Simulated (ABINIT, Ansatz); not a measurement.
An input for ABINIT 10.8.3 (CdH2O2 (P-3m1)):

```
acell 3*1.0 Angstrom
rprim 
  3.515525964753 0.000000000011 0.000000000000
  -1.757762982386 3.044534793135 0.000000000000
  0.000000000000 0.000000000000 4.642979290000
ntypat 3
znucl 48 1 8
natom 5
typat 1 2 2 3 3
xred 
  0.000000000000 0.000000000000 0.000000000000
  0.666666666667 0.333333333333 0.550960720000
  0.333333333333 0.666666666667 0.449039280000
  0.666666666667 0.333333333333 0.759372000000
  0.333333333333 0.666666666667 0.240628000000
pp_dirpath "pseudos"
pseudos "Cd.upf, H.upf, O.upf"
ecut 47
ngkpt 6 6 4
nshiftk 1
shiftk 0 0 0
kptopt 1
chksymbreak 0
nband 23
occopt 1
tolvrs 1e-10
nstep 60
prtwf 0
optforces 0
optstress 0
indata_prefix "in"
outdata_prefix "out"
tmpdata_prefix "tmp"
```

```sh
OMP_NUM_THREADS=1 mpirun -n 4 abinit run.abi > log
```

How long will it take on 4 MPI ranks of Arm Neoverse V2, shared host, and how much memory?

It took 36 s; on shared hardware allow 18 s to 72 s. Peak host memory was 0.38 GiB.

[Paths, hosts, dates, memory and timing lines, banners, echoed tables and standing remarks are left out of the program output.]

[Logs are printed without paths, hosts, clocks, repeated set-up lines and the standing remarks that a program may print on its own settings, such as how far it seeks lower states.]

[Runs of the session that timed out or met a known fault of the program may be left out.]

[Hosts, paths, dates, database ids (printed as entryN), source tags and the programs' standing remarks are cut or masked in the printed files.]

[G0W0 gaps are taken among the corrected bands and points alone; a level outside them can change the order at an edge.]

[Where Ansatz stands beside ABINIT at settings called matched, ABINIT's density can come from a denser mesh and the files from another edition; pairs whose starting gaps differed by over 0.03 eV were left out, so agreement reads better than it is.]
